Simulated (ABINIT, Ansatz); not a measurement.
# KRb2ScF6 (Fm-3m): G0W0 with ABINIT, start to end, part 3 of 3

Aim: the G0W0 gap of KRb2ScF6 (Fm-3m) on LDA, step by step.

ABINIT 10.8.3; LDA and many-body steps on it, plane waves. Known limits of the many-body steps: not at the basis limit; no spin-orbit coupling; coarse k mesh.

So far. Step 4 (Empty states on the mesh, 2×2×2 mesh, 456 bands): On this mesh the gap is 6.248 eV. Step 5 (Screening, 2×2×2 mesh, 416 bands, screening to 217.7 eV): Local fields lower ε∞ by 11 %. On a Γ-centred mesh this coarse the value itself is usually too large, while a short band sum pulls it down.

### Step 6. Self-energy, 2×2×2 mesh, 416 bands, screening to 217.7 eV

The self-energy is evaluated for the states that the input lists, and the levels follow from it, in one-shot runs by the linearised quasiparticle equation.

This step: G0W0 on LDA, plane waves, norm-conserving pseudopotentials.

Contents of run.abi:

```
acell 3*1.0 Angstrom
rprim 
  0.000000000000 4.509500000000 4.509500000000
  4.509500000000 0.000000000000 4.509500000000
  4.509500000000 4.509500000000 0.000000000000
ntypat 4
znucl 19 37 21 9
natom 10
typat 1 2 2 3 4 4 4 4 4 4
xred 
  0.500000000000 0.500000000000 0.500000000000
  0.250000000000 0.250000000000 0.250000000000
  0.750000000000 0.750000000000 0.750000000000
  0.000000000000 -0.000000000000 0.000000000000
  0.780000000000 0.220000000000 0.220000000000
  0.220000000000 0.780000000000 0.220000000000
  0.220000000000 0.780000000000 0.780000000000
  0.780000000000 0.220000000000 0.780000000000
  0.220000000000 0.220000000000 0.780000000000
  0.780000000000 0.780000000000 0.220000000000
pp_dirpath "pseudos"
pseudos "K.upf, Rb.upf, Sc.upf, F.upf"
ecut 36
ngkpt 2 2 2
nshiftk 1
shiftk 0 0 0
kptopt 1
chksymbreak 0
istwfk *1
occopt 1
irdwfk 1
optdriver 4
nband 416
gwcalctyp 0
ecutsigx 36
symsigma 1
nkptgw 1
kptgw 
  0.0000000000 0.0000000000 0.0000000000
bdgw 
  38 44
ecuteps 8
irdscr 1
ppmodel 1
indata_prefix "in"
outdata_prefix "out"
tmpdata_prefix "tmp"
```

Started as:

```console
> OMP_NUM_THREADS=1 mpirun -n 8 abinit run.abi > log
```

Numbers of over 12 decimals in the logs are rounded to 6 here.

Output:

```text
.Version 10.8.3 of ABINIT. v10.8.2 released Aug 2026.

 Symmetries : space group Fm -3 m (#225); Bravais cF (face-center cubic)
[... echo of the input left out ...]
== DATASET  1 ==================================================================
-   mpi_nproc: 8, omp_nthreads: 1 (-1 if OMP is not activated)

--- !DatasetInfo
iteration_state: {dtset: 1, }
dimensions: {natom: 10, nkpt: 3, mband: 416, nsppol: 1, nspinor: 1, nspden: 1, mpw: 12776, }
cutoff_energies: {ecut:  36.0, pawecutdg:  -1.0, }
electrons: {nelect:   8.00000000E+01, charge:   0.00000000E+00, occopt:   1.00000000E+00, tsmear:   1.00000000E-02, }

 SIGMA: Calculation of the GW corrections

 Based on a program developped by R.W. Godby, V. Olevano, G. Onida, and L. Reining.
 Incorporated in ABINIT by V. Olevano, G.-M. Rignanese, and M. Torrent.
.Using double precision arithmetic ; gwpc =  8

[... cell and pseudopotentials left out ...]
--------------------------------------------------------------------------------

 ==== K-mesh for the wavefunctions ====
 Number of points in the irreducible wedge :     3
[... list of points left out ...]
 Together with 48 symmetry operations and time-reversal symmetry
 yields     8 points in the full Brillouin Zone.

 ==== Q-mesh for screening function ====
 Number of points in the irreducible wedge :     3
[... list of points left out ...]
 Together with 48 symmetry operations and time-reversal symmetry
 yields     8 points in the full Brillouin Zone.

 vcoul_init : cutoff-mode = AUXILIARY_FUNCTION
 q-points for optical limit:   1
     1)      0.000010    0.000020    0.000030
 setmesh: FFT mesh size selected  =    72x   72x   72
          total number of points  =       373248

 Number of electrons calculated from density =   80.0000; Expected =   80.0000
 average of density, n =  0.064637
 r_s =    1.5458
 omega_plasma =   24.5242 [eV]

 === KS Band Gaps ===
  >>>> For spin  1
   Minimum direct gap =   6.2485 [eV], located at k-point      :   0.0000  0.0000  0.0000
   Fundamental gap    =   6.2485 [eV], Top of valence bands at :   0.0000  0.0000  0.0000
                                       Bottom of conduction at :   0.0000  0.0000  0.0000
 SIGMA fundamental parameters:
 PLASMON POLE MODEL  1
 number of plane-waves for SigmaX                12675
 number of plane-waves for SigmaC and W           1363
 number of plane-waves for wavefunctions         12675
 number of bands                                   416
 number of independent spin polarizations            1
 number of spinorial components                      1
 number of k-points in IBZ                           3
 number of q-points in IBZ                           3
 number of symmetry operations                      48
 number of k-points in BZ                            8
 number of q-points in BZ                            8
 number of frequencies for dSigma/dE                 9
 frequency step for dSigma/dE [eV]                0.25
 number of omega for Sigma on real axis              0
 max omega for Sigma on real axis  [eV]           0.00
 zcut for avoiding poles [eV]                     0.10

 EPSILON^-1 parameters (SCR file):
 dimension of the eps^-1 matrix on file           1363
 dimension of the eps^-1 matrix used              1363
 number of plane-waves for wavefunctions         12675
 number of bands                                   416
 number of q-points in IBZ                           3
 number of frequencies                               2
 number of real frequencies                          1
 number of imag frequencies                          1

 matrix elements of self-energy operator (all in [eV])

 Perturbative Calculation

--- !SelfEnergy_ee
iteration_state: {dtset: 1, }
kpoint     : [   0.000,    0.000,    0.000, ]
spin       : 1
KS_gap     :    6.248
QP_gap     :    9.810
Delta_QP_KS:    3.561
data: !SigmaeeData |
     Band     E0 <VxcDFT>   SigX SigC(E0)      Z dSigC/dE  Sig(E)    E-E0       E
       38  -1.466 -22.167 -29.504   5.078   0.800  -0.251 -23.973  -1.806  -3.273
       39  -1.466 -22.167 -29.504   5.078   0.800  -0.251 -23.973  -1.806  -3.273
       40  -1.466 -22.167 -29.504   5.078   0.800  -0.251 -23.973  -1.806  -3.273
       41   4.782  -8.792  -4.068  -2.762   0.895  -0.118  -7.037   1.755   6.537
       42   6.042 -17.944  -9.843  -4.101   0.838  -0.193 -14.592   3.352   9.394
       43   6.042 -17.944  -9.843  -4.101   0.838  -0.193 -14.592   3.352   9.394
       44   6.042 -17.944  -9.843  -4.101   0.838  -0.193 -14.592   3.352   9.394

== END DATASET(S) ==============================================================
================================================================================

 -outvars: echo values of variables after computation  --------
           etotal      0.0000000000E+00
            nband         416
             nkpt           3
          spgroup         225
 [... the other variables as echoed above ...]

 Calculation completed.
```

Elapsed: 2.4 min, on 8 MPI ranks of Intel Xeon 6975P-C (Granite Rapids), shared host; peak memory 7 GiB.

Numbers from this step:

```yaml
g0w0_gap_on_the_points_computed: 9.81 eV
starting_gap_on_the_mesh: 6.248 eV
k_of_the_valence_top: 0, 0, 0
k_of_the_conduction_bottom: 0, 0, 0
z_at_the_valence_top: 0.8
z_at_the_conduction_bottom: 0.895
least_direct_g0w0_gap_on_the_computed_points: 9.81 eV
```

The gap on the mesh goes from 6.25 eV to 9.81 eV, a correction of +3.56 eV.

Limits: finite bands, cutoff and mesh; no spin-orbit coupling; coarse k mesh. v1 is the top filled band, c1 the lowest empty one. Levels before and after the correction, in eV, zero at the valence-band top of each column:

```
           conduction bottom  valence top
Kohn-Sham               6.25         0.00
     G0W0               9.81         0.00
```

```
             level  energy (eV)
Kohn-Sham  Γ v3-v1        0.000
Kohn-Sham     Γ c1        6.248
Kohn-Sham  Γ c2-c4        7.508
     G0W0  Γ v3-v1        0.000
     G0W0     Γ c1        9.810
     G0W0  Γ c2-c4       12.667
```

### Step 7. Where the time went

Times are wall times on the hardware named with each run, good to a factor of about two.

```
                          step     time  share  memory (GiB)
                  ground state     38 s    5 %           1.3
bands along the symmetry lines    2 min   15 %           1.1
      empty states on the mesh  5.6 min   41 %           0.7
                     screening  3.1 min   22 %           6.3
                   self-energy  2.4 min   18 %           7.0
```

### Step 8. Results

```
LDA gap              : 6.25 eV, direct
G0W0 gap on the mesh : 9.81 eV
GW settings          : 2×2×2 mesh, 416 bands, screening to 217.7 eV, Godby-Needs plasmon pole
known limits         : not at the basis limit; no spin-orbit coupling; coarse k mesh
```

In words: G0W0 moves the gap on the mesh from 6.25 eV to 9.81 eV (+3.56 eV), with Z of 0.80 and 0.90 at the edges. Local fields lower the RPA ε∞ on this mesh from 2.32 to 2.08; a Γ-centred mesh this coarse tends to raise both, most where the direct gap is narrow, while a short band sum lowers them. Only 1 of the mesh's irreducible points was corrected, so a valley elsewhere could overtake. The dearest step here is «empty states on the mesh». Bands and cutoff are finite, so the gap is not at the basis limit. The miss can reach some tenths of an eV and take either sign; the mesh is an error of its own. In the G0W0 run levels were corrected at 1 k point alone, so a gap called «on the mesh» is the least over those, and an edge elsewhere would be missed. The 2×2×2 mesh is coarse for this cell, which bears on the long-range parts of exchange and screening. The many-body steps are scalar-relativistic: spin-orbit coupling is not in them.

[Paths, hosts, dates, memory and timing lines, banners, echoed tables and standing remarks are left out of the program output.]

[Logs are printed without paths, hosts, clocks, repeated set-up lines and the standing remarks that a program may print on its own settings, such as how far it seeks lower states.]

[Runs of the session that timed out or met a known fault of the program may be left out.]

[Hosts, paths, dates, database ids (printed as entryN), source tags and the programs' standing remarks are cut or masked in the printed files.]

[G0W0 gaps are taken among the corrected bands and points alone; a level outside them can change the order at an edge.]

[Where Ansatz stands beside ABINIT at settings called matched, ABINIT's density can come from a denser mesh and the files from another edition; pairs whose starting gaps differed by over 0.03 eV were left out, so agreement reads better than it is.]
